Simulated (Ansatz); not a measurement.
# Lattice dynamics of (SiC)1(MgO)3 [0001] superlattice, started as wurtzite, part 2 of 2

Wanted: phonon frequencies of (SiC)1(MgO)3 [0001] superlattice, started as wurtzite and what follows from them.

Ansatz 0.2.0; DFT PBEsol, scalar-relativistic, plane waves, PAW.

So far. Step 4 (Tight relaxation): The largest force component left is 0.46 meV/Å and the pressure is 0.000 GPa, within the tolerances set. The cell now holds 12.30 Å³/atom. The relaxed cell has a = 3.315, c = 10.338 Å (conventional setting).

The structure was built from a prototype and need not be the compound's stable phase.

## (5) Zone-centre response

The zone centre is the only wavevector solved here; it holds the modes that light can see, as far as symmetry allows. No field response is asked, since the mesh shows no gap.

The input, input.yaml:

```yaml
crystal:
  lattice:
    - [3.3151963347, 0.0, 0.0]
    - [-1.6575981673, 2.8710442444, 0.0]
    - [0.0, 0.0, 10.3376472504]
  atoms:
    - { symbol: C, position: [0.3333333333, 0.6666666667, 0.1757132718] }
    - { symbol: Mg, position: [0.6666666667, 0.3333333333, 0.2549953568] }
    - { symbol: Mg, position: [0.3333333333, 0.6666666667, 0.495321953] }
    - { symbol: Mg, position: [0.6666666667, 0.3333333333, 0.7348127706] }
    - { symbol: O, position: [0.6666666667, 0.3333333333, 0.4508227608] }
    - { symbol: O, position: [0.3333333333, 0.6666666667, 0.6900257389] }
    - { symbol: O, position: [0.6666666667, 0.3333333333, 0.9369077861] }
    - { symbol: Si, position: [0.3333333333, 0.6666666667, 0.0114003619] }
kpoints:
  mp_grid: { grid: [12, 12, 4] }
hamiltonian:
  xc: pbesol
scf:
  occupations: { method: methfessel_paxton, width: 0.2 }
output:
  eigenvalues: true
phonons:
  method: dfpt
```

The run is started by

```sh
$ ansatz run input.yaml --threads 4 --pin off --max-ram 14336MiB --backend cpu --events-out ev --progress --plain --runs-dir out
```

Numbers of over 12 decimals in the logs are rounded to 6 here.

What it wrote:

```text
[...]
Crystal: 8 atoms, lattice volume = 98.395 Å³
Basis set: ecut = 420 eV, 1967 PW (Γ), exchange–correlation on 48×48×144 points (8 copies of the dense FFT grid, shifted against one another)
Bands: 36, of which v1, the nominal top of the filled ones, is band 28 counted from 1 (27 counted from 0)
Symmetry: 6 space group operations
k-points: 164 of 576 (irreducible under 2 space group operations, time reversal used)
[...]
SCF iter   1: F=—  HF=-8290.434079 eV  |F-HF|=—  |Δ(HF+E_count)|=         —  Δρ=1.49e-2  dr2=4.83e-1  ethr=1.77e-3  ⟨swp⟩=6.7  Hψ=26326  notcnv=0
[...]
SCF iter  18: F=-8290.347541 eV  HF=-8290.347541 eV  |F-HF|=3.64e-12  |Δ(HF+E_count)|=  1.82e-12  S|Δr|=    0.00e0  Δρ=2.23e-8  dr2=4.35e-12  ethr=1.00e-12  ⟨swp⟩=11.4  Hψ=28451  notcnv=0
SCF 1 converged in 18 iterations: F = -8290.347541 eV  dr2 = 4.35e-12
[...]
DFPT response loops at Γ: preconditioner auto → Kerker (q_TF=auto, 2.484 Å⁻¹) (partly filled bands, converged f_vac=0.008); β = 1.00, the filter's whole step (`scf.mixing.beta` (0.50) is not read by the response loops under this deck's `scf.mixing.preconditioner`; to damp them name `kerker` or `kerker_dos`, under which they read `scf.mixing.beta`, and type it under 1.00, their step now; both keys bind the ground state too); Broyden in place of MSR1
SCF converged after 18 iterations
[...]
Free energy (F): -8290.347541 eV
[...]
Internal energy: -8290.347630 eV  (E = F + TS)
E sigma→0 (E₀):  -8290.347563 eV
Entropy (-TS):   0.000090 eV (0.011 meV/atom)
Fermi energy:    7.746998 eV
Step filling:    the computed levels leave a gap of 0.0000 eV = 0.0 smearing widths at the electron count; against every level under it full and every level over it empty, smearing changes F+E_penalty+E_count by -4.220 meV and its σ→0 estimate by -4.242 meV
[...]
--- Band table (eV; the first three rows and the last of 164) ---
  k-point 0: bands = [... 24 lower, 4.2234, 4.7059, 5.8316, 8.1241, 8.1241, 9.3957, 11.0597, 12.9499, ... 4 higher]
  k-point 1: bands = [... 24 lower, 4.2236, 4.3458, 6.0642, 8.1242, 8.1242, 9.2485, 11.2238, 12.9496, ... 4 higher]
  k-point 2: bands = [... 24 lower, 4.2237, 4.2237, 6.2499, 8.1243, 8.1243, 9.1108, 11.3844, 12.9493, ... 4 higher]
  k-point 163: bands = [... 24 lower, 3.9062, 4.7928, 5.1972, 6.3175, 9.3810, 10.3223, 11.9197, 12.4113, ... 4 higher]
--- Phonons (Γ-DFPT): 16 representative perturbations + reference, on 164 of 576 k-points (Σ response iterations 48) ---
  k mesh reduced under 2 symmetry operations, with k and −k counted as one. Each operation leaves every solved perturbation unchanged. A smaller set is not used because it would not reduce the number of displacements times k-points to solve
  ASR residual: 2.228e-4 → 0.000e0 eV/Å²; symmetrization residual: 1.126e-5 eV/Å²
  ASR residual per site (eV/Å²): 1.25e-5 6.73e-5 8.88e-5 2.23e-4 5.85e-5 6.26e-5 1.08e-5 4.51e-5
  Γ frequencies (cm⁻¹): -307.15 -307.15 0.00 0.00 0.00 112.15 112.15 130.90 130.90 178.10 178.10 225.22 271.08 384.64 446.50 506.87 530.27 530.27 532.95 532.95 545.31 545.31 558.54 1009.44
  non-analytic LO–TO correction: not included (Born effective charges unavailable; polar crystals: no LO–TO splitting at Γ)
```

The job ended after 2.4 min (4 threads of Intel Xeon Platinum 8488C (Sapphire Rapids), shared host; peak memory 1.9 GiB; 8.9 min of CPU time).

In the SCF lines HF is the Harris–Foulkes energy and dr2 the Hartree energy of the density residual, in eV; the loop may stop once dr2 is under the threshold and the program's other checks hold. Hψ counts applications of the Hamiltonian.

Numbers from this step:

- sum-rule residual before enforcement: 2.23e-4 eV/Å²
- point group: 3m
- highest optical mode at the zone centre (no LO-TO term): 1009 cm⁻¹
- lowest optical zone-centre mode: -307.1 cm⁻¹

Patterns of degenerate modes are one choice out of their space. Modes at Γ, with each element's share of the kinetic energy (negative means imaginary):

| mode | frequency (cm⁻¹) | symmetry | C % | Mg % | O % | Si % |
| --- | --- | --- | --- | --- | --- | --- |
| 1 | -307.1 | E | 0 | 0 | 65 | 34 |
| 2 | -307.1 | E | 0 | 0 | 65 | 34 |
| 3 | 0.0 | acoustic | 7 | 45 | 30 | 17 |
| 4 | 0.0 | acoustic | 7 | 45 | 30 | 17 |
| 5 | 0.0 | acoustic | 7 | 45 | 30 | 17 |
| 6 | 112.2 | E | 0 | 23 | 38 | 39 |
| 7 | 112.2 | E | 0 | 23 | 38 | 39 |
| 8 | 130.9 | E | 17 | 62 | 15 | 6 |
| 9 | 130.9 | E | 17 | 62 | 15 | 6 |
| 10 | 178.1 | E | 7 | 61 | 29 | 3 |
| 11 | 178.1 | E | 7 | 61 | 29 | 3 |
| 12 | 225.2 | A1 | 12 | 40 | 16 | 32 |
| 13 | 271.1 | A1 | 0 | 64 | 34 | 2 |
| 14 | 384.6 | A1 | 1 | 70 | 23 | 7 |
| 15 | 446.5 | A1 | 2 | 29 | 54 | 15 |
| 16 | 506.9 | A1 | 1 | 21 | 76 | 2 |
| 17 | 530.3 | E | 0 | 37 | 63 | 0 |
| 18 | 530.3 | E | 0 | 37 | 63 | 0 |
| 19 | 533.0 | E | 2 | 39 | 60 | 0 |
| 20 | 533.0 | E | 2 | 39 | 60 | 0 |
| 21 | 545.3 | E | 66 | 32 | 2 | 0 |
| 22 | 545.3 | E | 66 | 32 | 2 | 0 |
| 23 | 558.5 | A1 | 0 | 29 | 68 | 3 |
| 24 | 1009.4 | A1 | 76 | 1 | 0 | 22 |

Displacements in mode 1 (-307.1 cm⁻¹), the largest set to 1:
```
C1  -0.10  0.00  0.00
Mg2 -0.05  0.00  0.00
Mg3  0.00  0.00  0.00
Mg4  0.05  0.00  0.00
O5   0.00  0.00  0.00
O6   0.04  0.00  0.00
O7   1.00  0.00  0.00
Si8 -0.55  0.00  0.00
```

Displacements in mode 8 (130.9 cm⁻¹), the largest set to 1:
```
C1   0.33  0.95  0.00
Mg2  0.34  1.00  0.00
Mg3  0.05  0.14  0.00
Mg4 -0.26 -0.76  0.00
O5   0.06  0.18  0.00
O6  -0.25 -0.73  0.00
O7  -0.04 -0.12  0.00
Si8 -0.12 -0.35  0.00
```

Before it was imposed, the acoustic sum rule was missed by 2.2e-4 eV/Å². Small misses are needed for a sound result but don't prove that mesh and cutoff are converged. The lowest optical mode is imaginary, 307.1i cm⁻¹, so the energy falls along it.

## (6) Isotope substitution, element C, natural mass 12.011 amu

An isotope changes the mass and not the force constants, so no new electronic calculation is needed; the shifts show which modes move this element.

The same force constants with the mass of C changed from 12.011 to 13.003 u (phonopy, no LO-TO term). Both lists are sorted by frequency; levels can cross, so a row need not hold one and the same mode. Modes under 3 cm⁻¹ are left out. Isotope shifts, by row:

| q | rank | natural mass (cm⁻¹) | changed mass (cm⁻¹) |
| --- | --- | --- | --- |
| 0 0 0 | 1 | -307.1 | -307.1 |
| 0 0 0 | 2 | -307.1 | -307.1 |
| 0 0 0 | 6 | 112.2 | 112.2 |
| 0 0 0 | 7 | 112.2 | 112.2 |
| 0 0 0 | 8 | 130.9 | 130 |
| 0 0 0 | 9 | 130.9 | 130 |
| 0 0 0 | 10 | 178.1 | 177.6 |
| 0 0 0 | 11 | 178.1 | 177.6 |
| 0 0 0 | 12 | 225.2 | 224.1 |
| 0 0 0 | 13 | 271.1 | 271.1 |
| 0 0 0 | 14 | 384.6 | 384.5 |
| 0 0 0 | 15 | 446.5 | 446.1 |
| 0 0 0 | 16 | 506.9 | 506.6 |
| 0 0 0 | 17 | 530.3 | 529.5 |
| 0 0 0 | 18 | 530.3 | 529.5 |
| 0 0 0 | 19 | 533 | 530.4 |
| 0 0 0 | 20 | 533 | 530.4 |
| 0 0 0 | 21 | 545.3 | 534.3 |
| 0 0 0 | 22 | 545.3 | 534.3 |
| 0 0 0 | 23 | 558.5 | 558.5 |
| 0 0 0 | 24 | 1009 | 979.7 |

A mode of this element alone would shift by -3.89 %. The highest zone-centre frequency without the field goes from 1009.4 to 979.7 cm⁻¹ (-3.0 %).

## (7) Another isotope, element Mg, natural mass 24.305 amu

The same for Mg, from 24.30 to 25.98 u.

The same force constants with the mass of Mg changed from 24.305 to 25.983 u (phonopy, no LO-TO term). Both lists are sorted by frequency; levels can cross, so a row need not hold one and the same mode. Modes under 3 cm⁻¹ are left out. Isotope shifts, by row:

| q | rank | natural mass (cm⁻¹) | changed mass (cm⁻¹) |
| --- | --- | --- | --- |
| 0 0 0 | 1 | -307.1 | -307.1 |
| 0 0 0 | 2 | -307.1 | -307.1 |
| 0 0 0 | 6 | 112.2 | 111.3 |
| 0 0 0 | 7 | 112.2 | 111.3 |
| 0 0 0 | 8 | 130.9 | 128.2 |
| 0 0 0 | 9 | 130.9 | 128.2 |
| 0 0 0 | 10 | 178.1 | 174.4 |
| 0 0 0 | 11 | 178.1 | 174.4 |
| 0 0 0 | 12 | 225.2 | 222.1 |
| 0 0 0 | 13 | 271.1 | 265.3 |
| 0 0 0 | 14 | 384.6 | 375.7 |
| 0 0 0 | 15 | 446.5 | 442.2 |
| 0 0 0 | 16 | 506.9 | 503.6 |
| 0 0 0 | 17 | 530.3 | 523.9 |
| 0 0 0 | 18 | 530.3 | 523.9 |
| 0 0 0 | 19 | 533 | 526.3 |
| 0 0 0 | 20 | 533 | 526.3 |
| 0 0 0 | 21 | 545.3 | 539.6 |
| 0 0 0 | 22 | 545.3 | 539.6 |
| 0 0 0 | 23 | 558.5 | 553.3 |
| 0 0 0 | 24 | 1009 | 1009 |

A mode of this element alone would shift by -3.28 %. The highest zone-centre frequency without the field goes from 1009.4 to 1009.1 cm⁻¹ (-0.0 %).

## (8) Isotope substitution, element O, natural mass 15.999 amu

The same for O, from 16.00 to 18.00 u.

A mode of this element alone would shift by -5.72 %. The highest zone-centre frequency without the field goes from 1009.4 to 1009.3 cm⁻¹ (-0.0 %).

## (9) Another isotope, element Si, natural mass 28.085 amu

The same for Si, from 28.09 to 29.97 u.

The same force constants with the mass of Si changed from 28.085 to 29.974 u (phonopy, no LO-TO term). Both lists are sorted by frequency; levels can cross, so a row need not hold one and the same mode. Modes under 3 cm⁻¹ are left out. Isotope shifts, by row:

| q | rank | natural mass (cm⁻¹) | changed mass (cm⁻¹) |
| --- | --- | --- | --- |
| 0 0 0 | 1 | -307.1 | -303.8 |
| 0 0 0 | 2 | -307.1 | -303.8 |
| 0 0 0 | 6 | 112.2 | 110.7 |
| 0 0 0 | 7 | 112.2 | 110.7 |
| 0 0 0 | 8 | 130.9 | 130.7 |
| 0 0 0 | 9 | 130.9 | 130.7 |
| 0 0 0 | 10 | 178.1 | 177.9 |
| 0 0 0 | 11 | 178.1 | 177.9 |
| 0 0 0 | 12 | 225.2 | 222.9 |
| 0 0 0 | 13 | 271.1 | 270.9 |
| 0 0 0 | 14 | 384.6 | 383.8 |
| 0 0 0 | 15 | 446.5 | 444.3 |
| 0 0 0 | 16 | 506.9 | 506.6 |
| 0 0 0 | 17 | 530.3 | 530.3 |
| 0 0 0 | 18 | 530.3 | 530.3 |
| 0 0 0 | 19 | 533 | 533 |
| 0 0 0 | 20 | 533 | 533 |
| 0 0 0 | 21 | 545.3 | 545.3 |
| 0 0 0 | 22 | 545.3 | 545.3 |
| 0 0 0 | 23 | 558.5 | 558 |
| 0 0 0 | 24 | 1009 | 1002 |

A mode of this element alone would shift by -3.20 %. The highest zone-centre frequency without the field goes from 1009.4 to 1002.3 cm⁻¹ (-0.7 %).

## (10) Outcome

```yaml
space_group_after_relaxation_within_0p01_a: P3m1
volume_per_atom: 12.3 Å³
electronic_character: no gap on this mesh
highest_optical_mode_at_the_zone_centre_no_lo_to_term: 1009 cm⁻¹
lowest_optical_zone_centre_mode: -307 cm⁻¹
imaginary_modes_at_gamma_the_only_wavevector_solved: yes
```

A zone-centre mode is imaginary (307.1i cm⁻¹), so this structure is not a minimum of the energy. The optical modes at Γ span -307 to 1009 cm⁻¹ (negative means imaginary). No dispersion was computed. The highest mode in this list at Γ, 1009.4 cm⁻¹, is mostly motion of C (76 % of the kinetic energy). With no gap, or one that is small against the smearing, the frequencies hang on the k mesh and the smearing, most of all near Kohn anomalies. The starting cell was built on a prototype and not taken from a measurement, so the phase need not exist. These are harmonic frequencies at zero temperature: anharmonic shifts, linewidths and thermal expansion are left out.

[Logs are printed without paths, hosts, clocks, repeated set-up lines and the standing remarks that a program may print on its own settings, such as how far it seeks lower states.]

[Hosts, paths, dates, database ids (printed as entryN), source tags and the programs' standing remarks are cut or masked in the printed files.]
